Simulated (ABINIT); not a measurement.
## KCaF3 (Pm-3m): G0W0 with ABINIT, start to end

Aim: the G0W0 gap of KCaF3 (Pm-3m) on PBEsol, step by step.

Main program and level: ABINIT 10.8.3; PBEsol and many-body steps on it, plane waves.

## Step 1: The structure

Symmetry: Pm-3m, No. 221, cubic system. Conventional cell: a = 4.482 Å, b = 4.482 Å, c = 4.482 Å, α = 90.00°, β = 90.00°, γ = 90.00°. Nearest to K lie 12 F at 3.17 Å. Nearest to Ca lie 6 F at 2.24 Å. F has 2 Ca at 2.24 Å and 4 K at 3.17 Å nearest. Farther neighbours and most contacts between anions are not listed.

Coordinates:

```cif
data_structure
_symmetry_space_group_name_H-M 'Pm-3m'
_symmetry_Int_Tables_number 221
_cell_length_a 4.4817
_cell_length_b 4.4817
_cell_length_c 4.4817
_cell_angle_alpha 90.000
_cell_angle_beta 90.000
_cell_angle_gamma 90.000
_cell_volume 90.02
loop_
_atom_site_label
_atom_site_type_symbol
_atom_site_symmetry_multiplicity
_atom_site_Wyckoff_symbol
_atom_site_fract_x
_atom_site_fract_y
_atom_site_fract_z
_atom_site_occupancy
K1 K 1 b 0.50000 0.50000 0.50000 1
Ca1 Ca 1 a 0.00000 0.00000 0.00000 1
F1 F 3 d 0.00000 0.50000 0.00000 1
```

The cell and positions are those that the Materials Project relaxed with its own functionals (PBE, PBE+U or r2SCAN), kept fixed.

## Step 2: Ground state

This step: ABINIT 10.8.3; DFT, PBEsol, plane waves, norm-conserving pseudopotentials.

The ground-state density comes first.

File run.abi:

```
acell 3*1.0 Angstrom
rprim 
  4.481726000000 0.000000000000 0.000000000000
  0.000000000000 4.481726000000 0.000000000000
  0.000000000000 0.000000000000 4.481726000000
ntypat 3
znucl 19 20 9
natom 5
typat 1 2 3 3 3
xred 
  0.500000000000 0.500000000000 0.500000000000
  0.000000000000 0.000000000000 0.000000000000
  0.000000000000 0.500000000000 0.000000000000
  0.000000000000 0.000000000000 0.500000000000
  0.500000000000 0.000000000000 0.000000000000
pp_dirpath "pseudos"
pseudos "K.upf, Ca.upf, F.upf"
ecut 36
ngkpt 6 6 6
nshiftk 1
shiftk 0 0 0
kptopt 1
chksymbreak 0
nband 26
occopt 1
tolvrs 1e-10
nstep 60
prtwf 0
optforces 0
optstress 0
indata_prefix "in"
outdata_prefix "out"
tmpdata_prefix "tmp"
```

On the command line:

```
OMP_NUM_THREADS=1 mpirun -n 4 abinit run.abi > log
```

Numbers of over 12 decimals in the logs are rounded to 6 here.

Log:

```text
.Version 10.8.3 of ABINIT. v10.8.2 released Aug 2026.

 Symmetries : space group Pm -3 m (#221); Bravais cP (primitive cubic)
================================================================================
 Values of the parameters that define the memory need of the present run
     intxc =       0    ionmov =       0      iscf =       7    lmnmax =       6
     lnmax =       6     mgfft =      48  mpssoang =       3    mqgrid =    3001
     natom =       5  nloc_mem =       1    nspden =       1   nspinor =       1
    nsppol =       1      nsym =      48    n1xccc =    2501    ntypat =       3
    occopt =       1   xclevel =       2
-    mband =          26        mffmem =           1         mkmem =           5
       mpw =        6311          nfft =      110592          nkpt =          20
================================================================================
  Rough estimation (10% accuracy) of disk space for files :
================================================================================

--------------------------------------------------------------------------------
------------- Echo of variables that govern the present computation ------------
--------------------------------------------------------------------------------
 -outvars: echo values of preprocessed input variables --------
            acell      1.8897261259E+00  1.8897261259E+00  1.8897261259E+00 Bohr

      chksymbreak           0
             ecut      3.60000000E+01 Hartree
-          fftalg         312

              ixc     -116133
              kpt      0.00000000E+00  0.00000000E+00  0.00000000E+00
                       1.66666667E-01  0.00000000E+00  0.00000000E+00
                       3.33333333E-01  0.00000000E+00  0.00000000E+00
                       5.00000000E-01  0.00000000E+00  0.00000000E+00
                       1.66666667E-01  1.66666667E-01  0.00000000E+00
                       3.33333333E-01  1.66666667E-01  0.00000000E+00
                       5.00000000E-01  1.66666667E-01  0.00000000E+00
                       3.33333333E-01  3.33333333E-01  0.00000000E+00
                       5.00000000E-01  3.33333333E-01  0.00000000E+00
   [... 9 further rows ...]
                       5.00000000E-01  5.00000000E-01  3.33333333E-01
                       5.00000000E-01  5.00000000E-01  5.00000000E-01
         kptrlatt        6    0    0      0    6    0      0    0    6
          kptrlen      5.08154083E+01
P           mkmem           5
            natom           5
            nband          26
            ngfft          48      48      48
             nkpt          20
            nstep          60
             nsym          48
           ntypat           3
              occ      2.000000  2.000000  2.000000  2.000000  2.000000  2.000000
                       2.000000  2.000000  2.000000  2.000000  2.000000  2.000000
                       2.000000  2.000000  2.000000  2.000000  2.000000  2.000000
                       2.000000  2.000000  0.000000  0.000000  0.000000  0.000000
                       0.000000  0.000000
        optforces           0
        optstress           0
            prtwf           0
            rprim      4.4817260000E+00  0.0000000000E+00  0.0000000000E+00
[...]
spgroup         221

           tolvrs      1.00000000E-10

             xred      5.0000000000E-01  5.0000000000E-01  5.0000000000E-01
[...]
znucl       19.00000   20.00000    9.00000

================================================================================

 chkinp: Checking input parameters for consistency.

================================================================================
== DATASET  1 ==================================================================
-   mpi_nproc: 4, omp_nthreads: 1 (-1 if OMP is not activated)

--- !DatasetInfo
iteration_state: {dtset: 1, }
dimensions: {natom: 5, nkpt: 20, mband: 26, nsppol: 1, nspinor: 1, nspden: 1, mpw: 6311, }
cutoff_energies: {ecut:  36.0, pawecutdg:  -1.0, }
electrons: {nelect:   4.00000000E+01, charge:   0.00000000E+00, occopt:   1.00000000E+00, tsmear:   1.00000000E-02, }

 Real(R)+Recip(G) space primitive vectors, cartesian coordinates (Bohr,Bohr^-1):
 R(1)=  8.4692347  0.0000000  0.0000000  G(1)=  0.1180744  0.0000000  0.0000000
 R(2)=  0.0000000  8.4692347  0.0000000  G(2)=  0.0000000  0.1180744  0.0000000
 R(3)=  0.0000000  0.0000000  8.4692347  G(3)=  0.0000000  0.0000000  0.1180744
 Unit cell volume ucvol=  6.0748073E+02 bohr^3
 Angles (23,13,12)=  9.00000000E+01  9.00000000E+01  9.00000000E+01 degrees

 getcut: wavevector=  0.0000  0.0000  0.0000  ngfft=  48  48  48
         ecut(hartree)=     36.000   => boxcut(ratio)=   2.09836

--- Pseudopotential description ------------------------------------------------
- K Generated using ONCVPSP code by D. R. Hamann
- 19.00000   9.00000  180301                  znucl, zion, pspdat
12 -116133 2 -1 2250                          pspcod,pspxc,lmax,lloc,mmax
     nproj     2     2     2
  pspatm : epsatm=    8.32504554
         --- l  ekb(1:nproj) -->
[...]
pspatm: atomic psp has been read  and splines computed

- Ca Generated using ONCVPSP code by D. R. Hamann
- 20.00000  10.00000  180301                  znucl, zion, pspdat
12 -116133 2 -1 1746                          pspcod,pspxc,lmax,lloc,mmax
     nproj     2     2     2
  pspatm : epsatm=   12.46101000
         --- l  ekb(1:nproj) -->
[...]
pspatm: atomic psp has been read  and splines computed

- F Generated using ONCVPSP code by D. R. Hamann
-  9.00000   7.00000  180301                  znucl, zion, pspdat
12 -116133 2 -1 832                           pspcod,pspxc,lmax,lloc,mmax
     nproj     2     2     1
  pspatm : epsatm=    4.89824381
         --- l  ekb(1:nproj) -->
[...]
2   -2.394754
 pspatm: atomic psp has been read  and splines computed

   1.41923148E+03                                ecore*ucvol(ha*bohr**3)
--------------------------------------------------------------------------------

_setup2: Arith. and geom. avg. npw (full set) are    6268.338    6268.317

================================================================================

--- !BeginCycle
iteration_state: {dtset: 1, }
solver: {iscf: 7, nstep: 60, nline: 4, wfoptalg: 0, }
tolerances: {tolvrs: 1.00E-10, }

     iter   Etot(hartree)      deltaE(h)  residm     vres2
 ETOT  1  -142.42915580837    -1.424E+02 1.493E-01 6.905E+02
 ETOT  2  -142.49741146160    -6.826E-02 3.208E-02 4.390E+02
 ETOT  3  -142.68020390026    -1.828E-01 2.333E-02 5.899E+01
 ETOT  4  -142.68925029259    -9.046E-03 6.364E-03 2.963E+00
 ETOT  5  -142.68931026372    -5.997E-05 1.866E-03 5.371E-01
 ETOT  6  -142.68937176984    -6.151E-05 2.923E-03 3.256E-02
 ETOT  7  -142.68937471556    -2.946E-06 1.581E-03 1.166E-03
 ETOT  8  -142.68937476877    -5.321E-08 1.342E-03 4.144E-05
 ETOT  9  -142.68937477021    -1.439E-09 6.221E-04 3.069E-06
 ETOT 10  -142.68937477034    -1.254E-10 4.298E-04 3.799E-08
 ETOT 11  -142.68937477034    -2.274E-13 1.903E-04 2.003E-09
 ETOT 12  -142.68937477033     7.589E-12 1.298E-04 2.379E-11

 At SCF step   12       vres2   =  2.38E-11 < tolvrs=  1.00E-10 =>converged.

--- !ResultsGS
iteration_state: {dtset: 1, }
comment   : Summary of ground state results
lattice_vectors:
- [  8.4692347,   0.0000000,   0.0000000, ]
- [  0.0000000,   8.4692347,   0.0000000, ]
- [  0.0000000,   0.0000000,   8.4692347, ]
lattice_lengths: [   8.46923,    8.46923,    8.46923, ]
lattice_angles: [ 90.000,  90.000,  90.000, ] # degrees, (23, 13, 12)
lattice_volume:   6.0748073E+02
convergence: {deltae:  7.589E-12, res2:  2.379E-11, residm:  1.298E-04, diffor:  0.000E+00, }
etotal    :  -1.42689375E+02
entropy   :   0.00000000E+00
fermie    :  -1.66183916E-02
cartesian_stress_tensor: null
pressure_GPa: null
xred      :
- [  5.0000E-01,   5.0000E-01,   5.0000E-01,  K]
- [  0.0000E+00,   0.0000E+00,   0.0000E+00, Ca]
- [  0.0000E+00,   5.0000E-01,   0.0000E+00,  F]
- [  0.0000E+00,   0.0000E+00,   5.0000E-01,  F]
- [  5.0000E-01,   0.0000E+00,   0.0000E+00,  F]
cartesian_forces: null
force_length_stats: {min: null, max: null, mean: null, }

 Integrated electronic density in atomic spheres:
 ------------------------------------------------
 Atom  Sphere_radius  Integrated_density
[...]
================================================================================

 ----iterations are completed or convergence reached----

 Mean square residual over all n,k,spin=   36.586E-08; max=  12.982E-05
 reduced coordinates (array xred) for    5 atoms
       0.500000000000      0.500000000000      0.500000000000
       0.000000000000      0.000000000000      0.000000000000
       0.000000000000      0.500000000000      0.000000000000
       0.000000000000      0.000000000000      0.500000000000
       0.500000000000      0.000000000000      0.000000000000
 rms dE/dt=  0.0000E+00; max dE/dt=  0.0000E+00; dE/dt below (all hartree)
    1       0.000000000000      0.000000000000      0.000000000000
    2       0.000000000000      0.000000000000      0.000000000000
    3       0.000000000000      0.000000000000      0.000000000000
    4       0.000000000000      0.000000000000      0.000000000000
    5       0.000000000000      0.000000000000      0.000000000000

 cartesian coordinates (angstrom) at end:
    1      2.240863     2.240863     2.240863
    2      0.000000     0.000000     0.000000
    3      0.000000     2.240863     0.000000
    4      0.000000     0.000000     2.240863
    5      2.240863     0.000000     0.000000
 length scales=  1.889726125908  1.889726125908  1.889726125908 bohr
              =  1.000000000000  1.000000000000  1.000000000000 angstroms
 prteigrs : about to open file out_EIG
 Fermi (or HOMO) energy (hartree) =  -0.01662   Average Vxc (hartree)=  -0.31972
 Eigenvalues (hartree) for nkpt=  20  k points:
 kpt#   1, nband= 26, wtk=  0.00463, kpt=  0.0000  0.0000  0.0000 (reduced coord)
  -1.31450   -0.99116   -0.71564   -0.71158   -0.71158   -0.62465   -0.62465   -0.62465
  -0.38548   -0.38548   -0.38548   -0.04920   -0.04920   -0.04920   -0.03055   -0.03055
  -0.03055   -0.02325   -0.02325   -0.02325    0.20596    0.30781    0.30781    0.30781
   0.31625    0.31625
 prteigrs : prtvol=0 or 1, do not print more k-points.

--- !EnergyTerms
iteration_state     : {dtset: 1, }
comment             : Components of total free energy in Hartree
kinetic             :  7.19543547601929E+01
hartree             :  4.17673585730814E+01
xc                  : -2.99756857841521E+01
Ewald energy        : -8.89530244761196E+01
psp_core            :  2.33625760969894E+00
local_psp           : -1.39426337395489E+02
non_local_psp       : -3.92298057541627E-01
total_energy        : -1.42689374770329E+02
total_energy_eV     : -3.88277569007296E+03
band_energy         : -1.57089622618710E+01

== END DATASET(S) ==============================================================
================================================================================

 -outvars: echo values of variables after computation  --------
           etotal     -1.4268937477E+02
            nband          26
             nkpt          20
          spgroup         221
 [... the other variables as echoed above ...]

 Calculation completed.
```

Elapsed: 83 s, on 4 MPI ranks of Intel Xeon Platinum 8259CL at 2.50GHz (Skylake/Cascade Lake), shared host; peak memory 0.41 GiB.

Numbers from this step:

| Quantity | Value |
| --- | --- |
| total energy | -3882.7757 eV |
| gap | 6.057 eV |
| k of the valence top | 0.5, 0.5, 0.5 |
| k of the conduction bottom | 0, 0, 0 |
| least direct gap | 6.237 eV |

The gap is indirect, with the least direct gap 0.18 eV higher.

(Part 1 of 3 ends here.)

[Paths, hosts, dates, memory and timing lines, banners, echoed tables and standing remarks are left out of the program output.]

[Logs are printed without paths, hosts, clocks, repeated set-up lines and the standing remarks that a program may print on its own settings, such as how far it seeks lower states.]

[Runs of the session that timed out or met a known fault of the program may be left out.]

[Hosts, paths, dates, database ids (printed as entryN), source tags and the programs' standing remarks are cut or masked in the printed files.]

[G0W0 gaps are taken among the corrected bands and points alone; a level outside them can change the order at an edge.]

[Where Ansatz stands beside ABINIT at settings called matched, ABINIT's density can come from a denser mesh and the files from another edition; pairs whose starting gaps differed by over 0.03 eV were left out, so agreement reads better than it is.]
